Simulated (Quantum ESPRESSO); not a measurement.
```json
{"subject": "Magnetic state of VBr3 from several starts", "lattice_ang": [[9.9427, 0.0, 0.0], [-4.9713, 8.6106, 0.0], [0.0, 0.0, 3.3635]], "atoms": [["V", 0.6667, 0.3333, 0.25], ["V", 0.3333, 0.6667, 0.75], ["Br", 0.442, 0.221, 0.75], ["Br", 0.779, 0.221, 0.75], ["Br", 0.779, 0.5581, 0.75], ["Br", 0.5581, 0.779, 0.25], ["Br", 0.221, 0.779, 0.25], ["Br", 0.221, 0.442, 0.25]], "method": "PBEsol; plane waves with GBRV 1.5 PBEsol potentials, no spin-orbit coupling, projections on orthogonalised atomic orbitals (and 2 further levels or steps)", "program": "Quantum ESPRESSO 7.5", "settings_of_one_run": "GBRV 1.5 PBEsol, potential files Br: br_pbesol_v1.4.uspp.F.UPF, V: v_pbesol_v1.4.uspp.F.UPF, cutoff 544.23 eV, 6×6×6 k-mesh, 52 bands, fermi-dirac occupations, smearing width 0.05 eV, collinear spin, SCF threshold 1.60e-8, starting moments 2 2 0 0 0 0 0 0 μB", "cost": "4 runs, 7.1 min in all on 4 MPI ranks of Intel Xeon 6975P-C (Granite Rapids), shared host (the runs of this entry)", "notes": "Only these 2 starts were compared; other wavevectors, canted and longer-period orders were not. No Hubbard term acts here. In such compounds local and semilocal functionals without one often delocalise the d electrons, and can shrink or lose moments and miss the size, sign and order of the couplings. The smearing term is large for its width, so states at the Fermi level are partly filled: at this level the cell is a metal or has a gap of a few widths at most.", "results": {"lowest_state_found": "ferromagnetic (from ferro ++)", "largest_site_moment": "1.86 μB", "next_state_with_moments": "antiferromagnetic, 5.32 meV a seeded atom higher"}}
```

[Logs and program files are shortened in this print: banners, set-up blocks, solver, clock and traceback lines can be left out without a mark of their own.]

[Logs are printed without paths, hosts, clocks, repeated set-up lines and the standing remarks that a program may print on its own settings, such as how far it seeks lower states.]

[Hosts, paths, dates, database ids (printed as entryN), source tags and the programs' standing remarks are cut or masked in the printed files.]

[Where a cell is said to come from a database of computed structures, the database is the Materials Project.]
